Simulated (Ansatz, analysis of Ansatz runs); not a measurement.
# A hop of S in LaY3S6 (P2_1/m), charge +2, part 3 of 5

How high is the barrier when S changes place in LaY3S6 (P2_1/m)? The case: V_S hop (3.4 Å), charge +2, in a cell of 60 host atoms with 1 S taken out.

Ansatz 0.2.0; plane-wave PAW DFT, PBEsol; nudged elastic band between two relaxed defect structures at fixed charge in a uniform background.

So far: The system as given; Relaxation of the start point, charge +2; Relaxation of the end point, charge +2.

## 4. Nudged elastic band, charge +2

3 movable images are laid between the ends on a pair-potential path, which keeps atoms from colliding in the first guess. Each image feels the true force across the path and a spring force along it. The highest image is set to climb to the top of the path.

This step: plane-wave PAW DFT, PBEsol; nudged elastic band between two relaxed defect structures at fixed charge in a uniform background.

qp2.neb/input.yaml reads:

```yaml
crystal:
  lattice:
    - [10.96204844, 0.0, -0.00991385]
    - [0.0, 11.90274598, 0.0]
    - [-3.62275533, 0.0, 10.66637265]
  atoms:
    - { symbol: La, position: [0.94244428, 0.08349851, 0.29861804] }
    - { symbol: La, position: [0.05401436, 0.24899175, 0.69625841] }
    - { symbol: "Y", position: [0.55114424, 0.08346217, 0.16946036] }
    - { symbol: "Y", position: [0.4506885, 0.24887741, 0.83557906] }
    - { symbol: "Y", position: [0.31980073, 0.08348709, 0.49744868] }
    - { symbol: "Y", position: [0.67948176, 0.25041777, 0.50420737] }
    - { symbol: "Y", position: [0.83739457, 0.08349463, 0.91197996] }
    - { symbol: "Y", position: [0.1570329, 0.24909576, 0.08236417] }
    - { symbol: S, position: [0.51992537, 0.08347345, 0.39172974] }
    - { symbol: S, position: [0.48061464, 0.24941736, 0.61166104] }
    - { symbol: S, position: [0.08029795, 0.08348762, 0.90222906] }
    - { symbol: S, position: [0.9143326, 0.25289962, 0.09049678] }
    - { symbol: S, position: [0.60994725, 0.08344438, 0.9510765] }
    - { symbol: S, position: [0.39025708, 0.24934905, 0.05491486] }
    - { symbol: S, position: [0.27019623, 0.08346664, 0.72880697] }
    - { symbol: S, position: [0.72952014, 0.25288588, 0.2752399] }
    - { symbol: S, position: [0.88277865, 0.08348453, 0.53670056] }
    - { symbol: S, position: [0.1186864, 0.25054906, 0.46038644] }
    - { symbol: S, position: [0.192384, 0.08351316, 0.24654044] }
    - { symbol: S, position: [0.80528187, 0.2491214, 0.74990079] }
    - { symbol: La, position: [0.94353054, 0.41740415, 0.29586397] }
    - { symbol: La, position: [0.08349567, 0.58347768, 0.69342862] }
    - { symbol: "Y", position: [0.54530823, 0.41564848, 0.17762587] }
    - { symbol: "Y", position: [0.48504666, 0.58344197, 0.85007958] }
    - { symbol: "Y", position: [0.30854196, 0.40253653, 0.48915364] }
    - { symbol: "Y", position: [0.70579183, 0.58347868, 0.50233861] }
    - { symbol: "Y", position: [0.82911537, 0.41872103, 0.90475509] }
    - { symbol: "Y", position: [0.15974788, 0.58350462, 0.07821503] }
    - { symbol: S, position: [0.5234212, 0.42903116, 0.40861363] }
    - { symbol: S, position: [0.07517519, 0.42135668, 0.89397436] }
    - { symbol: S, position: [0.91602048, 0.58349504, 0.08644575] }
    - { symbol: S, position: [0.61532627, 0.40545803, 0.96667406] }
    - { symbol: S, position: [0.39599529, 0.58347672, 0.04999349] }
    - { symbol: S, position: [0.29357166, 0.42754425, 0.7274872] }
    - { symbol: S, position: [0.7316424, 0.58347153, 0.2678245] }
    - { symbol: S, position: [0.89159127, 0.42227927, 0.54410817] }
    - { symbol: S, position: [0.13309944, 0.58347005, 0.45654692] }
    - { symbol: S, position: [0.19585702, 0.41705078, 0.24123331] }
    - { symbol: S, position: [0.69408204, 0.58347975, 0.74697735] }
    - { symbol: La, position: [0.94351546, 0.74958706, 0.29585714] }
    - { symbol: La, position: [0.05399985, 0.91798076, 0.69622421] }
    - { symbol: "Y", position: [0.54533605, 0.75128386, 0.17762195] }
    - { symbol: "Y", position: [0.45067998, 0.91802603, 0.8355811] }
    - { symbol: "Y", position: [0.30852954, 0.7643965, 0.48914557] }
    - { symbol: "Y", position: [0.67946258, 0.91650389, 0.50420548] }
    - { symbol: "Y", position: [0.82913079, 0.74825975, 0.90475025] }
    - { symbol: "Y", position: [0.15703771, 0.91791789, 0.0823763] }
    - { symbol: S, position: [0.52339551, 0.73790425, 0.40859251] }
    - { symbol: S, position: [0.48057233, 0.91754155, 0.61164773] }
    - { symbol: S, position: [0.07519505, 0.7456416, 0.89396666] }
    - { symbol: S, position: [0.91433388, 0.91407617, 0.0905024] }
    - { symbol: S, position: [0.61533127, 0.76143273, 0.9666595] }
    - { symbol: S, position: [0.39025622, 0.9175806, 0.05491981] }
    - { symbol: S, position: [0.29360718, 0.73934237, 0.72748737] }
[... 5 lines left out ...]
total_charge: 2
basis:
  ecutwfc: 420
  xc_grid: 2
hamiltonian:
  xc: pbesol
kpoints:
  mp_grid: { grid: [1, 1, 1] }
scf:
  occupations: { method: fixed }
  max_iter: 60
output:
  forces: true
neb:
  images: 3
  f_tol: 0.05
  climbing: true
  initial_path: idpp
  max_iterations: 45
  order_check: false
  final_atoms:
    - { symbol: La, position: [0.94595905, 0.08347437, 0.30862178] }
    - { symbol: La, position: [0.0501418, 0.25024897, 0.69714833] }
    - { symbol: "Y", position: [0.55321869, 0.08349755, 0.16565641] }
    - { symbol: "Y", position: [0.44602137, 0.24818755, 0.82763354] }
    - { symbol: "Y", position: [0.31666663, 0.08347692, 0.495825] }
    - { symbol: "Y", position: [0.67627035, 0.24955554, 0.49875779] }
    - { symbol: "Y", position: [0.83599387, 0.08349236, 0.9076169] }
    - { symbol: "Y", position: [0.16346479, 0.24952234, 0.08646168] }
[... 12 lines left out ...]
    - { symbol: La, position: [0.94642329, 0.41650028, 0.30688332] }
    - { symbol: La, position: [0.06699867, 0.58348628, 0.69049611] }
    - { symbol: "Y", position: [0.54993259, 0.41606209, 0.16108375] }
    - { symbol: "Y", position: [0.44566785, 0.58348241, 0.82911542] }
    - { symbol: "Y", position: [0.32275592, 0.41782019, 0.49581958] }
    - { symbol: "Y", position: [0.6740197, 0.58348559, 0.47989904] }
    - { symbol: "Y", position: [0.84056835, 0.40197417, 0.92781929] }
    - { symbol: "Y", position: [0.157844, 0.58347609, 0.08414304] }
[... 11 lines left out ...]
    - { symbol: La, position: [0.94645009, 0.75046726, 0.30688799] }
    - { symbol: La, position: [0.05019168, 0.91671264, 0.69717414] }
    - { symbol: "Y", position: [0.54993852, 0.75092909, 0.16109879] }
    - { symbol: "Y", position: [0.44607215, 0.91880299, 0.82764534] }
    - { symbol: "Y", position: [0.32276662, 0.7491188, 0.49583657] }
    - { symbol: "Y", position: [0.67629151, 0.91743081, 0.4987791] }
    - { symbol: "Y", position: [0.84058567, 0.7650168, 0.92784347] }
    - { symbol: "Y", position: [0.16349556, 0.91742918, 0.08645323] }
[... 4 lines left out ...]
    - { symbol: S, position: [0.60544266, 0.74962872, 0.94041515] }
    - { symbol: S, position: [0.39108965, 0.917593, 0.04918461] }
    - { symbol: S, position: [0.26972956, 0.75072534, 0.72538196] }
    - { symbol: S, position: [0.73166676, 0.91523849, 0.27116338] }
    - { symbol: S, position: [0.87493467, 0.74047697, 0.54804564] }
    - { symbol: S, position: [0.1154944, 0.91449299, 0.46280244] }
    - { symbol: S, position: [0.19135833, 0.75040356, 0.24663994] }
    - { symbol: S, position: [0.7980907, 0.91345947, 0.74981497] }
```

The run is started by

```console
$ ansatz run input.yaml --threads 4 --pin off --max-ram 7536MiB --backend cpu --events-out ev --progress --plain --runs-dir out
```

The program printed:

```text
Warning: neb: disabling space-group detection — the band's intermediate images generally break the endpoint symmetry, so no spatial operation reduces the k-mesh or symmetrises the density, except that a semilocal band can use its path's symmetry ahead of [...]
[...]
parallel-image band execution: 3 concurrent image workers
NEB image 0
Crystal: 59 atoms, lattice volume = 1391.305 Å³
Basis set: ecut = 420 eV, 27171 PW (Γ), exchange–correlation on 150×160×160 points (8 copies of the dense FFT grid, shifted against one another)
Bands: 295, of which v1, the nominal top of the filled ones, is band 236 counted from 1 (235 counted from 0)
Symmetry: 1 space group operations
k-points: 1
[...]
SCF iter   1: F=—  HF=-136397.302082 eV  |F-HF|=—  |Δ(HF+E_count)|=         —  Δρ=6.07e-3  dr2=1.01e0  ethr=1.77e-3  ⟨swp⟩=4.0  Hψ=837  notcnv=0  defer=55
[...]
SCF iter   9: F=-136397.048168 eV  HF=-136397.048168 eV  |F-HF|=1.11e-9  |Δ(HF+E_count)|=   2.84e-8  Δρ=6.71e-7  dr2=1.24e-8  ethr=2.12e-11  ⟨swp⟩=4.0  Hψ=1007  notcnv=0
SCF 1 converged in 9 iterations: F = -136397.048168 eV  dr2 = 1.24e-8
[...]
NSCF: frozen V_eff on 1 k-points
NEB image 4
SCF iter   1: F=—  HF=-136396.782556 eV  |F-HF|=—  |Δ(HF+E_count)|=         —  Δρ=5.98e-3  dr2=1.09e0  ethr=1.77e-3  ⟨swp⟩=4.0  Hψ=853  notcnv=0  defer=55
[...]
SCF iter   9: F=-136396.514908 eV  HF=-136396.514907 eV  |F-HF|=1.58e-8  |Δ(HF+E_count)|=   1.46e-7  Δρ=1.14e-6  dr2=3.53e-8  ethr=2.12e-11  ⟨swp⟩=5.0  Hψ=1008  notcnv=0
SCF 2 converged in 9 iterations: F = -136396.514908 eV  dr2 = 3.53e-8
[...]
NEB end point (image 0): max|allowed force component| = 1.373e-2 eV/Å (the criterion of neb.relax_end_points is 1.000e-2)
NEB end point (image 4): max|allowed force component| = 1.062e-2 eV/Å (the criterion of neb.relax_end_points is 1.000e-2)
NEB image 1
SCF iter   1: F=—  HF=-136396.770734 eV  |F-HF|=—  |Δ(HF+E_count)|=         —  Δρ=6.00e-3  dr2=9.98e-1  ethr=1.77e-3  ⟨swp⟩=4.0  Hψ=837  notcnv=0  defer=53
[...]
SCF iter   8: F=-136396.519807 eV  HF=-136396.519807 eV  |F-HF|=2.28e-8  |Δ(HF+E_count)|=   4.66e-7  Δρ=1.85e-6  dr2=9.04e-8  ethr=2.12e-11  ⟨swp⟩=4.0  Hψ=1007  notcnv=0
SCF 3 converged in 8 iterations: F = -136396.519807 eV  dr2 = 9.04e-8
NEB image 2
SCF iter   1: F=—  HF=-136396.267278 eV  |F-HF|=—  |Δ(HF+E_count)|=         —  Δρ=5.98e-3  dr2=1.02e0  ethr=1.77e-3  ⟨swp⟩=4.0  Hψ=839  notcnv=0  defer=53
[...]
SCF iter   9: F=-136396.013486 eV  HF=-136396.013486 eV  |F-HF|=8.44e-10  |Δ(HF+E_count)|=   2.35e-8  Δρ=6.51e-7  dr2=1.11e-8  ethr=2.12e-11  ⟨swp⟩=4.0  Hψ=1007  notcnv=0
SCF 4 converged in 9 iterations: F = -136396.013486 eV  dr2 = 1.11e-8
NEB image 3
SCF iter   1: F=—  HF=-136396.410152 eV  |F-HF|=—  |Δ(HF+E_count)|=         —  Δρ=5.98e-3  dr2=1.05e0  ethr=1.77e-3  ⟨swp⟩=4.0  Hψ=839  notcnv=0  defer=54
[...]
SCF iter   9: F=-136396.150536 eV  HF=-136396.150536 eV  |F-HF|=4.19e-9  |Δ(HF+E_count)|=   4.71e-8  Δρ=9.10e-7  dr2=2.10e-8  ethr=2.12e-11  ⟨swp⟩=4.0  Hψ=1007  notcnv=0
SCF 5 converged in 9 iterations: F = -136396.150536 eV  dr2 = 2.10e-8
NEB iter   1: max|band force component| = 5.280e-1 eV/Å  barrier→ = 1.0347 eV  barrier← = 0.5014 eV  Δτ_max = 0.1980 Å  (44 SCF iters)
NEB image 1
[...]
iter 1 solved again at ethr=6.74e-5 eV; its pass at ethr=3.10e-3 eV (dr2=3.18e-1 eV) is discarded
[...]
SCF iter   8: F=-136396.554291 eV  HF=-136396.554291 eV  |F-HF|=6.69e-10  |Δ(HF+E_count)|=   8.54e-8  Δρ=8.07e-7  dr2=2.02e-8  ethr=2.12e-11  ⟨swp⟩=4.0  Hψ=1006  notcnv=0
SCF 6 converged in 8 iterations: F = -136396.554291 eV  dr2 = 2.02e-8
NEB image 2
[...]
SCF iter   8: F=-136395.943605 eV  HF=-136395.943605 eV  |F-HF|=1.46e-10  |Δ(HF+E_count)|=   9.30e-8  Δρ=8.17e-7  dr2=1.86e-8  ethr=2.12e-11  ⟨swp⟩=4.0  Hψ=1007  notcnv=0
SCF 7 converged in 8 iterations: F = -136395.943605 eV  dr2 = 1.86e-8
NEB image 3
[...]
SCF iter   8: F=-136396.114775 eV  HF=-136396.114775 eV  |F-HF|=1.75e-9  |Δ(HF+E_count)|=   1.66e-7  Δρ=1.03e-6  dr2=2.89e-8  ethr=2.12e-11  ⟨swp⟩=4.0  Hψ=1007  notcnv=0
SCF 8 converged in 8 iterations: F = -136396.114775 eV  dr2 = 2.89e-8
NEB iter   2: max|band force component| = 5.045e-1 eV/Å  barrier→ = 1.1046 eV  barrier← = 0.5713 eV  Δτ_max = 0.0963 Å  (24 SCF iters)
NEB image 1
[...]
SCF iter   7: F=-136396.658243 eV  HF=-136396.658243 eV  |F-HF|=1.16e-9  |Δ(HF+E_count)|=   1.93e-7  Δρ=1.73e-6  dr2=7.92e-8  ethr=2.12e-11  ⟨swp⟩=4.0  Hψ=1007  notcnv=0
SCF 9 converged in 7 iterations: F = -136396.658243 eV  dr2 = 7.92e-8
NEB image 2
[...]
SCF iter   7: F=-136396.121694 eV  HF=-136396.121694 eV  |F-HF|=7.16e-9  |Δ(HF+E_count)|=   1.96e-7  Δρ=1.78e-6  dr2=8.16e-8  ethr=2.12e-11  ⟨swp⟩=4.0  Hψ=1007  notcnv=0
SCF 10 converged in 7 iterations: F = -136396.121694 eV  dr2 = 8.16e-8
NEB image 3
[...]
SCF iter   8: F=-136396.247455 eV  HF=-136396.247455 eV  |F-HF|=6.11e-10  |Δ(HF+E_count)|=   5.33e-8  Δρ=5.28e-7  dr2=8.32e-9  ethr=2.12e-11  ⟨swp⟩=4.0  Hψ=1007  notcnv=0
SCF 11 converged in 8 iterations: F = -136396.247455 eV  dr2 = 8.32e-9
NEB iter   3: max|band force component| = 2.637e-1 eV/Å  barrier→ = 0.9265 eV  barrier← = 0.3932 eV  CI = image 2  Δτ_max = 0.1462 Å  (22 SCF iters)
[...]
NEB iter   4: max|band force component| = 8.435e-2 eV/Å  barrier→ = 0.9587 eV  barrier← = 0.4254 eV  CI = image 2  Δτ_max = 0.0278 Å  (20 SCF iters)
[...]
NEB iter   5: max|band force component| = 5.051e-2 eV/Å  barrier→ = 0.9581 eV  barrier← = 0.4248 eV  CI = image 2  Δτ_max = 0.0137 Å  (17 SCF iters)
NEB image 1
[...]
SCF iter   5: F=-136396.563737 eV  HF=-136396.563737 eV  |F-HF|=1.40e-9  |Δ(HF+E_count)|=   2.14e-8  Δρ=8.03e-7  dr2=1.67e-8  ethr=2.12e-11  ⟨swp⟩=4.0  Hψ=983  notcnv=0
SCF 18 converged in 5 iterations: F = -136396.563737 eV  dr2 = 1.67e-8
NEB image 2
[...]
SCF iter   5: F=-136396.090831 eV  HF=-136396.090831 eV  |F-HF|=6.87e-9  |Δ(HF+E_count)|=   3.79e-8  Δρ=1.21e-6  dr2=3.34e-8  ethr=2.12e-11  ⟨swp⟩=4.0  Hψ=989  notcnv=0
SCF 19 converged in 5 iterations: F = -136396.090831 eV  dr2 = 3.34e-8
NEB image 3
[...]
SCF iter   5: F=-136396.313833 eV  HF=-136396.313833 eV  |F-HF|=3.64e-9  |Δ(HF+E_count)|=   2.60e-8  Δρ=9.03e-7  dr2=2.25e-8  ethr=2.12e-11  ⟨swp⟩=4.0  Hψ=977  notcnv=0
SCF 20 converged in 5 iterations: F = -136396.313833 eV  dr2 = 2.25e-8
NEB image 1
[...]
NEB image 3
[...]
NEB image 2
[...]
the band table was solved once a step of the walk had ended and its energy, with any forces and stress, was formed, with the checks that follow a solve (1348 applications of the Hamiltonian). They found nothing against the state; [...]
NEB iter   6: max|band force component| = 1.721e-2 eV/Å  barrier→ = 0.9573 eV  barrier← = 0.4241 eV  CI = image 2  Δτ_max = 0.0000 Å  (15 SCF iters)
SCF converged after 5 iterations
Free energy (F): -136396.090831 eV
[...]
Internal energy: -136396.090831 eV  (E = F + TS)
E sigma→0 (E₀):  -136396.090831 eV
Fermi energy:    7.869887 eV
[...]
--- Forces (eV/Å), atoms counted from 1 ---
  atom   1  La     0.00004368    -0.00148488    -0.00362139
  atom   2  La    -0.00163745    -0.00160308    -0.00026378
  [... 21 atoms left out ...]
  atom  24  Y      0.00396636    -0.00993896    -0.00386175
  [... 1 atom left out ...]
  atom  26  Y      0.01124315    -0.00678628    -0.00465288
  atom  27  Y      0.00078551    -0.00488831     0.00173980
  [... 1 atom left out ...]
  atom  29  S     -0.00110714     0.00279566     0.00323577
  [... 2 atoms left out ...]
  atom  32  S      0.00126021     0.00099460    -0.00145644
  [... 3 atoms left out ...]
  atom  36  S     -0.00144650     0.00219525     0.00168491
  [... 2 atoms left out ...]
  atom  39  S      0.00170056     0.01229732     0.00961332
  [... 6 atoms left out ...]
  atom  46  Y     -0.01021172    -0.00571729    -0.01862642
  [... 1 atom left out ...]
  atom  48  S     -0.00067523     0.00577342    -0.00126771
  [... 3 atoms left out ...]
  atom  52  S      0.00227279     0.00658941     0.00768731
  [... 7 atoms left out ...]
  max |Σ_I F_I| component: 5.87e-5 eV/Å
--- Band table (eV) ---
[...]
this run last wrote the band of iteration 6 to <dir>
--- NEB band (5 images, 6 band iterations, 142 SCF iterations) ---
  forward barrier  = 0.957337 eV
  backward barrier = 0.424076 eV
  climbing image's point = of an order that was not read
  energies are F+E_penalty+E_count in eV, relative to image 0
  image     s (Å)  Δ vs image 0  max|band force component| (eV/Å)
      0    0.0000      0.000000                                 —
      1    0.7354      0.484431                          1.645e-2
  *   2    1.4706      0.957337                          1.539e-2
      3    2.0279      0.734335                          1.721e-2
      4    2.5851      0.533260                                 —
  climbing-image geometry (image 2):
  cell:  # Å, volume = 1391.3046 Å³
    - [10.96204844, 0.0, -0.00991385]
    - [0.0, 11.90274598, 0.0]
    - [-3.62275533, 0.0, 10.66637265]
  atoms:
    - { symbol: La, position: [0.945674, 0.083788, 0.304741] }
    - { symbol: La, position: [0.053553, 0.249960, 0.696473] }
    - { symbol: Y, position: [0.553303, 0.083511, 0.167515] }
    - { symbol: Y, position: [0.448270, 0.247902, 0.832233] }
    - { symbol: Y, position: [0.318645, 0.083673, 0.496020] }
    - { symbol: Y, position: [0.678481, 0.249980, 0.500697] }
    - { symbol: Y, position: [0.837531, 0.083861, 0.909682] }
    - { symbol: Y, position: [0.159921, 0.250591, 0.084262] }
    - { symbol: S, position: [0.518906, 0.083317, 0.388138] }
    - { symbol: S, position: [0.480694, 0.247906, 0.609922] }
    - { symbol: S, position: [0.080917, 0.083643, 0.903666] }
    - { symbol: S, position: [0.914494, 0.252421, 0.089612] }
    - { symbol: S, position: [0.609262, 0.083400, 0.947729] }
    - { symbol: S, position: [0.390724, 0.248795, 0.052951] }
    - { symbol: S, position: [0.268047, 0.083292, 0.727316] }
    - { symbol: S, position: [0.732645, 0.252092, 0.273318] }
    - { symbol: S, position: [0.882183, 0.083360, 0.538149] }
    - { symbol: S, position: [0.120390, 0.252902, 0.462075] }
    - { symbol: S, position: [0.190777, 0.083853, 0.246132] }
    - { symbol: S, position: [0.802388, 0.250051, 0.748231] }
    - { symbol: La, position: [0.946919, 0.417346, 0.302530] }
    - { symbol: La, position: [0.075586, 0.583545, 0.691996] }
    - { symbol: Y, position: [0.548004, 0.416220, 0.169315] }
    - { symbol: Y, position: [0.462093, 0.583287, 0.839200] }
    - { symbol: Y, position: [0.321855, 0.411190, 0.496660] }
    - { symbol: Y, position: [0.688921, 0.583235, 0.491484] }
    - { symbol: Y, position: [0.830979, 0.408475, 0.914217] }
    - { symbol: Y, position: [0.157103, 0.583506, 0.081693] }
    - { symbol: S, position: [0.519094, 0.420268, 0.393146] }
    - { symbol: S, position: [0.071455, 0.421940, 0.896792] }
    - { symbol: S, position: [0.908921, 0.583531, 0.079539] }
    - { symbol: S, position: [0.608724, 0.410239, 0.955224] }
    - { symbol: S, position: [0.391377, 0.583505, 0.053595] }
    - { symbol: S, position: [0.279227, 0.419885, 0.727306] }
    - { symbol: S, position: [0.732065, 0.583442, 0.263917] }
    - { symbol: S, position: [0.884478, 0.424702, 0.546242] }
    - { symbol: S, position: [0.132647, 0.583627, 0.459750] }
    - { symbol: S, position: [0.194220, 0.417145, 0.246292] }
    - { symbol: S, position: [0.579229, 0.580541, 0.671577] }
    - { symbol: La, position: [0.946425, 0.749726, 0.302725] }
    - { symbol: La, position: [0.053380, 0.917118, 0.696676] }
    - { symbol: Y, position: [0.548178, 0.750688, 0.169466] }
    - { symbol: Y, position: [0.448570, 0.918805, 0.832055] }
    - { symbol: Y, position: [0.320014, 0.756677, 0.495557] }
    - { symbol: Y, position: [0.678357, 0.916668, 0.500839] }
    - { symbol: Y, position: [0.832632, 0.759787, 0.916301] }
    - { symbol: Y, position: [0.160503, 0.917225, 0.084415] }
    - { symbol: S, position: [0.518818, 0.745899, 0.393517] }
    - { symbol: S, position: [0.480437, 0.918708, 0.609577] }
    - { symbol: S, position: [0.072015, 0.745549, 0.897048] }
    - { symbol: S, position: [0.915003, 0.915624, 0.090482] }
    - { symbol: S, position: [0.608925, 0.756078, 0.954746] }
    - { symbol: S, position: [0.391035, 0.917916, 0.052831] }
    - { symbol: S, position: [0.279495, 0.746773, 0.727043] }
    - { symbol: S, position: [0.732523, 0.914689, 0.273374] }
    - { symbol: S, position: [0.884172, 0.742183, 0.546520] }
    - { symbol: S, position: [0.120016, 0.914285, 0.462005] }
    - { symbol: S, position: [0.193498, 0.750216, 0.245737] }
    - { symbol: S, position: [0.802044, 0.916865, 0.748588] }
```

Run time: 3.1 min. Hardware: 4 threads of Arm Neoverse V2, shared host; peak memory 4 GiB; 9.7 min of CPU time.

The path, image by image:

```csv
image,path (Å),energy (eV),"S39: x, y, z (Å)"
0,0.000,0.0000,"4.902, 6.945, 7.961"
1,0.735,0.4844,"4.410, 6.914, 7.604"
2,1.471,0.9573,"3.917, 6.910, 7.158"
3,2.028,0.7343,"3.531, 6.927, 6.824"
4,2.585,0.5333,"3.218, 6.945, 6.546"
```

Numbers from this step:

```yaml
free_energy: -136396.0908 eV
barrier_forward: 0.9573 eV
barrier_backward: 0.4241 eV
end_less_start: 0.5333 eV
hop_length: 2.199 Å
```

Track of the atom that was set to move:

```csv
image,x (Å),y (Å),z (Å),nearest neighbour,distance (Å)
0,4.902,6.945,7.961,Y,2.738
1,4.41,6.914,7.604,Y,2.704
2,3.917,6.91,7.158,Y,2.604
3,3.531,6.927,6.824,Y,2.614
4,3.218,6.945,6.546,Y,2.654
```

The band met its tolerance of 0.05 eV/Å after 6 iterations, with image 2 on top (the start counts as 0). S39, which moves farthest between the ends, has 4 Y at 2.74 to 2.88 Å nearest at the start and 2 Y at 2.60 to 2.67 Å at the top.

[end of part 3 of 5]

[Long decimals in the printed logs are rounded to 6 places.]

[Repeated set-up lines and some long k-point lines are left out of the logs, and relaxed atomic positions are cut to six decimals.]

[Logs are printed without paths, hosts, clocks, repeated set-up lines and the standing remarks that a program may print on its own settings, such as how far it seeks lower states.]

[Hosts, paths, dates, database ids (printed as entryN), source tags and the programs' standing remarks are cut or masked in the printed files.]
